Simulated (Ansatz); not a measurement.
**Lattice dynamics of YbPd (Pm-3m)**

Wanted: phonon frequencies of YbPd (Pm-3m) and what follows from them.

Main program and level: Ansatz 0.2.0; DFT PBEsol, scalar-relativistic, plane waves, PAW.

## (1) The starting structure

The structure is cubic, space group Pm-3m (No. 221). The conventional cell has a = 3.447 Å, b = 3.447 Å, c = 3.447 Å, α = 90.00°, β = 90.00°, γ = 90.00°. Yb has 8 Pd at 2.99 Å nearest. Nearest to Pd lie 8 Yb at 2.99 Å. Farther neighbours are not listed.

Structure file:

```cif
data_structure
_symmetry_space_group_name_H-M 'P 1'
_symmetry_Int_Tables_number 1
_cell_length_a 3.4470
_cell_length_b 3.4470
_cell_length_c 3.4470
_cell_angle_alpha 90.000
_cell_angle_beta 90.000
_cell_angle_gamma 90.000
_cell_volume 40.96
loop_
_atom_site_label
_atom_site_type_symbol
_atom_site_fract_x
_atom_site_fract_y
_atom_site_fract_z
_atom_site_occupancy
Yb1 Yb 0.50000 0.50000 0.50000 1
Pd2 Pd 0.00000 0.00000 0.00000 1
```

## (2) Relaxation

The cell and atoms are relaxed, since residual forces and stress would shift the frequencies.

File input.yaml:

```yaml
crystal:
  lattice:
    - [3.447, 0.0, 0.0]
    - [0.0, 3.447, 0.0]
    - [0.0, 0.0, 3.447]
  atoms:
    - { symbol: Yb, position: [0.5, 0.5, 0.5] }
    - { symbol: Pd, position: [0.0, 0.0, 0.0] }
kpoints:
  mp_grid: { grid: [12, 12, 12] }
hamiltonian:
  xc: pbesol
scf:
  occupations: { method: gaussian, width: 0.1 }
output:
  forces: true
  stress: true
  eigenvalues: true
relax:
  adjacent_minimum: "off"
  f_tol: 0.005
  max_steps: 80
  cell: { stress_tol: 0.05 }
```

The run is started by

```console
$ ansatz run input.yaml --threads 8 --pin off --max-ram 14336MiB --backend cpu --events-out ev --progress --plain --runs-dir out
```

Numbers of over 12 decimals in the logs are rounded to 6 here.

The log of the run:

```text
Engine: ansatz 0.2.0, aarch64-unknown-linux-gnu
Pseudopotentials: kind: paw
Pseudopotential: Yb, paw, valence charge 24, recommended cutoff 420 eV (normal), Yb.paw.azcp
Pseudopotential: Pd, paw, valence charge 18, recommended cutoff 420 eV (normal), Pd.paw.azcp
Functional definition: PBEsol
  exchange = pbesol_x
  correlation = pbesol_c
Crystal: 2 atoms, lattice volume = 40.957 Å³
Basis set: ecut = 420 eV, 799 PW (Γ), exchange–correlation on 48×48×48 points (8 copies of the dense FFT grid, shifted against one another)
Bands: 26, of which v1, the nominal top of the filled ones, is band 21 counted from 1 (20 counted from 0)
Symmetry: 48 space group operations
Space group: Pm-3m (ITA 221), of the structure as read, at distance tolerance 3.4e-5 Å
k-points: 84 of 1728
Non-local potential: Yb, projectors of the file, l = 0: 3, l = 1: 2, l = 2: 2, l = 3: 3
Non-local potential: Pd, projectors of the file, l = 0: 2, l = 1: 2, l = 2: 2, l = 3: 1
PAW form: soft (Blöchl's): semilocal exchange-correlation on the pseudo side does not see the compensation charge
PAW frozen core: Yb, regenerated for the run's functional, and the local potential with it (the file was generated under x = pbe(κ = 0.804, μ = 0.219515), c = pbe(β = 0.066725))
PAW frozen core: Pd, regenerated for the run's functional, and the local potential with it (the file was generated under x = pbe(κ = 0.804, μ = 0.219515), c = pbe(β = 0.066725))
PAW one-centre angular grid: Yb, 590 points (default); XC on 64 Gauss nodes
PAW one-centre angular grid: Pd, 590 points (default); XC on 64 Gauss nodes
Initial density: superposition of atomic densities (neutral atoms: chi_scale 0, normalization atom), corrected by the library's trained network
Initial wavefunctions: pseudopotential atomic-orbital guess
Functional: x = pbesol(κ = 0.804, μ = 0.123457), c = pbesol(β = 0.046)
SCF iter   1: F=—  HF=-20584.683580 eV  |F-HF|=—  |Δ(HF+E_count)|=         —  Δρ=2.90e-2  dr2=4.21e-1  ethr=1.77e-3  ⟨swp⟩=5.8  Hψ=9877  notcnv=0
preconditioner: auto → Kerker (q_TF=auto, 2.740 Å⁻¹)  [metal: Δε(μ)=0.009 eV  Ē_g=9.304 eV  σ=0.100 eV  W_gap=0.05  n_scr=18 (ndim 8)  ℏωp=32.8 eV  f_vac=0.000  D(μ)=2.98/eV (n_scr^D=26)]
SCF iter   2: F=—  HF=-20584.656642 eV  |F-HF|=—  |Δ(HF+E_count)|=   2.69e-2  Δρ=1.17e-2  dr2=7.59e-2  ethr=1.00e-3  ⟨swp⟩=1.8  Hψ=3303  notcnv=0  defer=1
SCF iter   3: F=—  HF=-20584.648994 eV  |F-HF|=—  |Δ(HF+E_count)|=   7.65e-3  Δρ=2.88e-3  dr2=5.54e-3  ethr=1.81e-4  ⟨swp⟩=1.6  Hψ=2421  notcnv=0  defer=8
SCF iter   4: F=—  HF=-20584.648544 eV  |F-HF|=—  |Δ(HF+E_count)|=   4.51e-4  Δρ=5.62e-4  dr2=2.03e-4  ethr=1.32e-5  ⟨swp⟩=2.2  Hψ=3144  notcnv=0  defer=8
SCF iter   5: F=—  HF=-20584.648551 eV  |F-HF|=—  |Δ(HF+E_count)|=   7.15e-6  Δρ=1.90e-4  dr2=2.61e-5  ethr=4.84e-7  ⟨swp⟩=2.4  Hψ=3745  notcnv=0  defer=8
SCF iter   6: F=—  HF=-20584.648569 eV  |F-HF|=—  |Δ(HF+E_count)|=   1.82e-5  Δρ=4.45e-5  dr2=6.86e-7  ethr=6.21e-8  ⟨swp⟩=2.1  Hψ=3526  notcnv=0  defer=8
SCF iter   7: F=—  HF=-20584.648569 eV  |F-HF|=—  |Δ(HF+E_count)|=   4.09e-7  Δρ=2.30e-5  dr2=2.04e-7  ethr=2.38e-10  ⟨swp⟩=10.1  Hψ=12949  notcnv=0
SCF iter   8: F=—  HF=-20584.648568 eV  |F-HF|=—  |Δ(HF+E_count)|=   1.25e-7  Δρ=5.54e-6  dr2=7.42e-9  ethr=2.38e-10  ⟨swp⟩=6.5  Hψ=10779  notcnv=0
SCF iter   9: F=-20584.648568 eV  HF=-20584.648568 eV  |F-HF|=1.52e-8  |Δ(HF+E_count)|=   5.14e-9  Δρ=2.27e-6  dr2=2.58e-9  ethr=1.77e-11  ⟨swp⟩=4.5  Hψ=7855  notcnv=0
SCF 1 converged in 9 iterations: F = -20584.648568 eV  dr2 = 2.58e-9
  greatest PAW one-centre occupation: 0.999 electrons in one spin orbital (limit 2), on the Pd atom at site 1 (counted from 0), in its partial waves of l = 0
relax step   1: F+E_penalty+E_count = -20584.64856838 eV  Δ(F+E_penalty+E_count) = +0.000e0 eV  max|allowed force component| = 3.090e-29 eV/Å  Δτ_max = 0.0000 Å  P = -1.314 GPa  Ω = 40.957 Å³  (9 SCF iters, dr2 threshold 1.00e-7 eV, accepted)
Crystal: 2 atoms, lattice volume = 39.790 Å³
Basis set: ecut = 420 eV, 751 PW (Γ), exchange–correlation on 48×48×48 points (8 copies of the dense FFT grid, shifted against one another)
Initial density: handed on by an earlier stage of this run
Initial wavefunctions: those handed on with the density
iter 1 solved again at ethr=5.93e-5 eV; its pass at ethr=3.10e-3 eV (dr2=2.49e-2 eV) is discarded
SCF iter   1: F=—  HF=-20584.654725 eV  |F-HF|=—  |Δ(HF+E_count)|=         —  Δρ=6.44e-3  dr2=2.29e-2  ethr=5.93e-5  ⟨swp⟩=1.9  Hψ=12138  notcnv=0
preconditioner: auto → Kerker (q_TF=auto, 2.753 Å⁻¹)  [metal: Δε(μ)=0.013 eV  Ē_g=9.349 eV  σ=0.100 eV  W_gap=0.07  n_scr=18 (ndim 8)  ℏωp=33.3 eV  f_vac=0.000  D(μ)=4.98/eV (n_scr^D=80)]
SCF iter   2: F=—  HF=-20584.650989 eV  |F-HF|=—  |Δ(HF+E_count)|=   3.74e-3  Δρ=3.00e-3  dr2=5.43e-3  ethr=5.45e-5  ⟨swp⟩=1.5  Hψ=2471  notcnv=0
SCF iter   3: F=—  HF=-20584.650074 eV  |F-HF|=—  |Δ(HF+E_count)|=   9.15e-4  Δρ=7.44e-4  dr2=1.44e-4  ethr=1.29e-5  ⟨swp⟩=2.1  Hψ=2868  notcnv=0
SCF iter   4: F=—  HF=-20584.650085 eV  |F-HF|=—  |Δ(HF+E_count)|=   1.11e-5  Δρ=3.40e-4  dr2=5.79e-5  ethr=3.43e-7  ⟨swp⟩=2.0  Hψ=3942  notcnv=0
SCF iter   5: F=—  HF=-20584.650077 eV  |F-HF|=—  |Δ(HF+E_count)|=   8.07e-6  Δρ=6.42e-5  dr2=1.19e-6  ethr=1.38e-7  ⟨swp⟩=2.0  Hψ=3016  notcnv=0
SCF iter   6: F=—  HF=-20584.650077 eV  |F-HF|=—  |Δ(HF+E_count)|=   5.17e-7  Δρ=2.44e-5  dr2=2.32e-7  ethr=4.76e-10  ⟨swp⟩=8.0  Hψ=12766  notcnv=0
SCF iter   7: F=-20584.650077 eV  HF=-20584.650077 eV  |F-HF|=4.08e-8  |Δ(HF+E_count)|=   9.37e-8  Δρ=1.05e-5  dr2=3.43e-8  ethr=4.76e-10  ⟨swp⟩=5.1  Hψ=9081  notcnv=0
SCF 2 converged in 7 iterations: F = -20584.650077 eV  dr2 = 3.43e-8
relax step   2: F+E_penalty+E_count = -20584.65007663 eV  Δ(F+E_penalty+E_count) = -1.508e-3 eV  max|allowed force component| = 8.480e-30 eV/Å  Δτ_max = 0.0000 Å  P = +1.049 GPa  Ω = 39.790 Å³  energy of the carried Pulay correction = +3.064e-4 eV  (7 SCF iters, dr2 threshold 2.00e-7 eV, accepted)
Crystal: 2 atoms, lattice volume = 40.300 Å³
iter 1 solved again at ethr=8.97e-6 eV; its pass at ethr=3.10e-3 eV (dr2=3.77e-3 eV) is discarded
SCF iter   1: F=—  HF=-20584.652426 eV  |F-HF|=—  |Δ(HF+E_count)|=         —  Δρ=2.81e-3  dr2=4.40e-3  ethr=8.97e-6  ⟨swp⟩=2.0  Hψ=10905  notcnv=0
preconditioner: auto → Kerker (q_TF=auto, 2.747 Å⁻¹)  [metal: Δε(μ)=0.012 eV  Ē_g=9.362 eV  σ=0.100 eV  W_gap=0.07  n_scr=18 (ndim 8)  ℏωp=33.1 eV  f_vac=0.000  D(μ)=5.04/eV (n_scr^D=80)]
SCF iter   2: F=—  HF=-20584.651698 eV  |F-HF|=—  |Δ(HF+E_count)|=   7.27e-4  Δρ=1.34e-3  dr2=1.08e-3  ethr=8.97e-6  ⟨swp⟩=1.2  Hψ=2201  notcnv=0
SCF iter   3: F=—  HF=-20584.651521 eV  |F-HF|=—  |Δ(HF+E_count)|=   1.77e-4  Δρ=3.52e-4  dr2=2.87e-5  ethr=2.57e-6  ⟨swp⟩=2.0  Hψ=2738  notcnv=0
SCF iter   4: F=—  HF=-20584.651544 eV  |F-HF|=—  |Δ(HF+E_count)|=   2.27e-5  Δρ=2.24e-4  dr2=2.42e-5  ethr=6.83e-8  ⟨swp⟩=2.3  Hψ=3993  notcnv=0
SCF iter   5: F=—  HF=-20584.651540 eV  |F-HF|=—  |Δ(HF+E_count)|=   4.28e-6  Δρ=2.04e-5  dr2=2.57e-7  ethr=5.75e-8  ⟨swp⟩=2.0  Hψ=2935  notcnv=0
SCF iter   6: F=-20584.651539 eV  HF=-20584.651540 eV  |F-HF|=1.41e-7  |Δ(HF+E_count)|=   1.18e-7  Δρ=1.17e-5  dr2=8.83e-8  ethr=4.76e-10  ⟨swp⟩=7.3  Hψ=12023  notcnv=0
SCF 3 converged in 6 iterations: F = -20584.651539 eV  dr2 = 8.83e-8
relax step   3: F+E_penalty+E_count = -20584.65153947 eV  Δ(F+E_penalty+E_count) = -1.463e-3 eV  max|allowed force component| = 8.020e-30 eV/Å  Δτ_max = 0.0000 Å  P = -0.032 GPa  Ω = 40.300 Å³  energy of the carried Pulay correction = +1.715e-4 eV  (6 SCF iters, dr2 threshold 2.00e-7 eV, accepted)
Initial wavefunctions: pseudopotential atomic-orbital guess (no wavefunctions were taken with the density)
iter 1 solved again at ethr=6.17e-8 eV; its pass at ethr=3.10e-3 eV (dr2=2.59e-5 eV) is discarded
SCF iter   1: F=—  HF=-20584.651346 eV  |F-HF|=—  |Δ(HF+E_count)|=         —  Δρ=2.36e-5  dr2=1.24e-7  ethr=6.17e-8  ⟨swp⟩=4.5  Hψ=17652  notcnv=0
preconditioner: auto → Kerker (q_TF=auto, 2.747 Å⁻¹)  [metal: Δε(μ)=0.020 eV  Ē_g=9.346 eV  σ=0.100 eV  W_gap=0.11  n_scr=18 (ndim 8)  ℏωp=33.1 eV  f_vac=0.000  D(μ)=5.05/eV (n_scr^D=80)]
SCF iter   2: F=—  HF=-20584.651372 eV  |F-HF|=—  |Δ(HF+E_count)|=   2.63e-5  Δρ=1.46e-5  dr2=6.48e-8  ethr=2.94e-10  ⟨swp⟩=2.6  Hψ=4171  notcnv=0
SCF iter   3: F=—  HF=-20584.651372 eV  |F-HF|=—  |Δ(HF+E_count)|=   1.05e-8  Δρ=2.80e-6  dr2=3.84e-9  ethr=1.54e-10  ⟨swp⟩=2.0  Hψ=2805  notcnv=0
SCF iter   4: F=—  HF=-20584.651372 eV  |F-HF|=—  |Δ(HF+E_count)|=   2.10e-9  Δρ=1.47e-6  dr2=5.93e-10  ethr=9.14e-12  ⟨swp⟩=2.0  Hψ=3920  notcnv=0
SCF iter   5: F=—  HF=-20584.651372 eV  |F-HF|=—  |Δ(HF+E_count)|=  2.15e-10  Δρ=4.53e-7  dr2=1.16e-10  ethr=1.41e-12  ⟨swp⟩=2.0  Hψ=3911  notcnv=0
SCF iter   6: F=—  HF=-20584.651372 eV  |F-HF|=—  |Δ(HF+E_count)|=  1.09e-11  Δρ=1.74e-7  dr2=2.08e-11  ethr=1.00e-12  ⟨swp⟩=1.0  Hψ=2192  notcnv=0
SCF iter   7: F=-20584.651372 eV  HF=-20584.651372 eV  |F-HF|=0.00e0  |Δ(HF+E_count)|=  7.28e-12  Δρ=3.12e-8  dr2=3.10e-13  ethr=1.00e-12  ⟨swp⟩=6.8  Hψ=11958  notcnv=0
SCF 4 converged in 7 iterations: F = -20584.651372 eV  dr2 = 3.10e-13
relax step   4: F+E_penalty+E_count = -20584.65137206 eV  Δ(F+E_penalty+E_count) = +1.674e-4 eV  max|allowed force component| = 3.287e-30 eV/Å  Δτ_max = 0.0000 Å  P = -0.031 GPa  Ω = 40.300 Å³  stress off target by 3.05e-2 GPa  SCF on the basis re-selected at this cell (its energy is not comparable with the rows above)  (7 SCF iters)
basis re-selected at this cell: Δ(F+E_penalty+E_count) = +1.674e-4 eV, ΔP = +0.001 GPa vs the last step (what re-selecting the basis moved, of the pressure what is left beyond the Pulay correction that the steps carried, after the strain that the cell walked since its last selection, with what the two solves' SCF thresholds leave and, on support functions, any second-order correction that the steps lacked; it is no m [...]
SCF converged after 7 iterations
Free energy (F): -20584.651372 eV
Harris-Foulkes:  -20584.651372 eV  (|F-HF|=0.00e0)
Internal energy: -20584.626114 eV  (E = F + TS)
E sigma→0 (E₀):  -20584.638743 eV
Entropy (-TS):   -0.025258 eV (-12.629 meV/atom)
Fermi energy:    16.879530 eV
--- Per-component energies (eV) ---
  E_band       = -41.408137
  E_kinetic    = 878.340773
  E_local      = -7262.737709  (includes V_loc(G=0)·N_el)
  E_nonlocal   = 762.228875
  E_hartree    = 3103.590972
  E_xc         = -333.578853
  E_vxc        = -418.960404  (∫ρ·V_xc dr)
  E_paw        = -10916.347741  (= ΣΔE_a)
  E_vpaw       = -207.461838  (= ΣTr[D̂ρ^β])
  E_aug_tail   = 0.000178  (compensation charges beyond the density's cutoff)
  E_ewald      = -6817.554326
  E_core_change = 1.431718  (= ΣΔE_core)
  E_smearing   = -0.025258  (= −TS)
  E_closure    = 0.000000  (closes the sum)
  Σ components = -20584.651372   (vs F -20584.651372, Δ=0.00e0)
--- Forces (eV/Å), atoms counted from 1 ---
  atom   1  Yb     0.00000000    -0.00000000     0.00000000
  atom   2  Pd    -0.00000000    -0.00000000     0.00000000
  max |Σ_I F_I| component: 6.57e-30 eV/Å
--- Stress (GPa, compression-positive) ---
       -0.030514       0.000000      -0.000000
        0.000000      -0.030514       0.000000
       -0.000000       0.000000      -0.030514
  P = ⅓ Tr σ = -0.0305 GPa (-0.305 kbar)
--- Band table (eV; the first three rows and the last of 84) ---
  k-point 0: bands = [... 17 lower, 16.6429, 16.6429, 16.6429, 16.6823, 19.6631, 19.6631, 24.3472, 24.3472, ... 1 higher]
  k-point 1: bands = [... 17 lower, 16.6342, 16.6505, 16.6505, 16.6901, 19.5927, 19.6569, 23.4149, 23.4149, ... 1 higher]
  k-point 2: bands = [... 17 lower, 16.6419, 16.6725, 16.6725, 16.7117, 19.3962, 19.5212, 22.3929, 22.3929, ... 1 higher]
  k-point 83: bands = [... 17 lower, 16.6316, 16.6316, 16.6316, 16.7036, 16.7036, 16.7036, 21.7255, 25.6235, ... 1 higher]
--- Relaxed structure (3 steps of the walk, 3 accepted, 1 SCFs on fresh bases) ---
  F+E_penalty+E_count = -20584.65137206 eV   max|allowed force component| = 3.287e-30 eV/Å   (the final SCF, on the basis selected at the relaxed cell)
  cell:  # Å, volume = 40.2997 Å³
    - [3.428472, 0, 0]
    - [0, 3.428472, 0]
    - [0, 0, 3.428472]
  atoms:
    - { symbol: Yb, position: [0.5, 0.5, 0.5] }
    - { symbol: Pd, position: [0, 0, 0] }
```

Wall time 3.1 s (8 threads of Arm Neoverse V2, shared host); peak memory 0.45 GiB; 19 s of CPU time.

The steps of the relaxation:

```
step  energy less that of the first step (eV)  largest force component (eV/Å)  pressure (GPa)  volume (Å³)
   1                                   0.0000                          0.0000           -1.31        40.96
   2                                  -0.0015                          0.0000            1.05        39.79
   3                                  -0.0030                          0.0000           -0.03        40.30
  4*                                  -0.0028                          0.0000           -0.03        40.30
```

Relaxation steps marked * repeat the geometry before them on a plane-wave basis chosen anew for their cell, so energy and pressure can jump there.

The run keeps the 48 symmetry operations that it works with, so distortions that break them were not tested.

```
conventional cell, symmetrised  before  after  change
                         a (Å)   3.447  3.428  -0.5 %
                         b (Å)   3.447  3.428  -0.5 %
                         c (Å)   3.447  3.428  -0.5 %
              volume (Å³/atom)   20.48  20.15  -1.6 %
```

The relaxed structure:

```cif
data_structure
_symmetry_space_group_name_H-M 'P 1'
_symmetry_Int_Tables_number 1
_cell_length_a 3.4285
_cell_length_b 3.4285
_cell_length_c 3.4285
_cell_angle_alpha 90.000
_cell_angle_beta 90.000
_cell_angle_gamma 90.000
_cell_volume 40.30
loop_
_atom_site_label
_atom_site_type_symbol
_atom_site_fract_x
_atom_site_fract_y
_atom_site_fract_z
_atom_site_occupancy
Yb1 Yb 0.50000 0.50000 0.50000 1
Pd2 Pd 0.00000 0.00000 0.00000 1
```

Numbers from this step:

* pressure: -0.03051 GPa
* volume per atom: 20.15 Å³
* gap on the k-mesh: 0 eV

In this step the volume went from 20.48 to 20.15 Å³/atom.

## (3) Relaxing to small forces for the phonons

Phonons need a cell at rest on their own settings, so the relaxation is repeated with tight tolerances on forces and stress on the k mesh and occupations of the first response run.

input.yaml, the sections that differ from step 2:

```yaml
crystal:
  lattice:
    - [3.4284722004, 0.0, 0.0]
    - [0.0, 3.4284722004, 0.0]
    - [0.0, 0.0, 3.4284722004]
  atoms:
    - { symbol: Yb, position: [0.5, 0.5, 0.5] }
    - { symbol: Pd, position: [0.0, 0.0, 0.0] }
scf:
  occupations: { method: methfessel_paxton, width: 0.2 }
relax:
  adjacent_minimum: "off"
  f_tol: 0.001
  max_steps: 60
  cell: { stress_tol: 0.01 }
# kpoints, hamiltonian, output: as in step 2
```

The log of the run:

```text
[...]
Crystal: 2 atoms, lattice volume = 40.300 Å³
Basis set: ecut = 420 eV, 751 PW (Γ), exchange–correlation on 48×48×48 points (8 copies of the dense FFT grid, shifted against one another)
Bands: 26, of which v1, the nominal top of the filled ones, is band 21 counted from 1 (20 counted from 0)
Symmetry: 48 space group operations
[...]
k-points: 84 of 1728
[...]
k-point 83: bands = [... 17 lower, 16.7250, 16.7250, 16.7250, 16.7947, 16.7947, 16.7947, 21.8151, 25.7288, ... 1 higher]
--- Relaxed structure (3 steps of the walk, 3 accepted, 1 SCFs on fresh bases) ---
[...]
cell:  # Å, volume = 40.1558 Å³
    - [3.424386, 0, 0]
    - [0, 3.424386, 0]
    - [0, 0, 3.424386]
  atoms:
    - { symbol: Yb, position: [0.5, 0.5, 0.5] }
    - { symbol: Pd, position: [0, 0, 0] }
[key lines of the parts left out:]
SCF converged after 8 iterations
Free energy (F): -20584.583801 eV
Fermi energy:    16.952084 eV
P = ⅓ Tr σ = -0.0010 GPa (-0.010 kbar)
```

Elapsed: 3.2 s, on 8 threads; peak memory 0.44 GiB.

The steps of the relaxation:

```
step  energy less that of the first step (eV)  largest force component (eV/Å)  pressure (GPa)  volume (Å³)
   1                                   0.0000                          0.0000           -0.30        40.30
   2                                  -0.0001                          0.0000            0.24        40.04
   3                                  -0.0002                          0.0000            0.00        40.16
  4*                                  -0.0001                          0.0000            0.00        40.16
```

Relaxation steps marked * repeat the geometry before them on a plane-wave basis chosen anew for their cell, so energy and pressure can jump there.

Forces are held to the 48 operations that the run works with; a distortion that breaks them can't arise in this run.

```csv
"conventional cell, symmetrised",before,after,change
a (Å),3.428,3.424,-0.1 %
b (Å),3.428,3.424,-0.1 %
c (Å),3.428,3.424,-0.1 %
volume (Å³/atom),20.15,20.08,-0.4 %
```

The relaxed structure:

```xyz
2
Lattice="3.4244 0.0000 0.0000 0.0000 3.4244 0.0000 0.0000 0.0000 3.4244" Properties=species:S:1:pos:R:3 pbc="T T T"
Yb    1.7122    1.7122    1.7122
Pd    0.0000    0.0000    0.0000
```

This step gave:

| Quantity | Value |
| --- | --- |
| pressure | -0.001032 GPa |
| volume per atom | 20.08 Å³ |

The forces vanish by symmetry and the pressure is -0.001 GPa, within the tolerances set. The cell now holds 20.08 Å³/atom.

[end of part 1 of 2]

[Logs are printed without paths, hosts, clocks, repeated set-up lines and the standing remarks that a program may print on its own settings, such as how far it seeks lower states.]

[Hosts, paths, dates, database ids (printed as entryN), source tags and the programs' standing remarks are cut or masked in the printed files.]
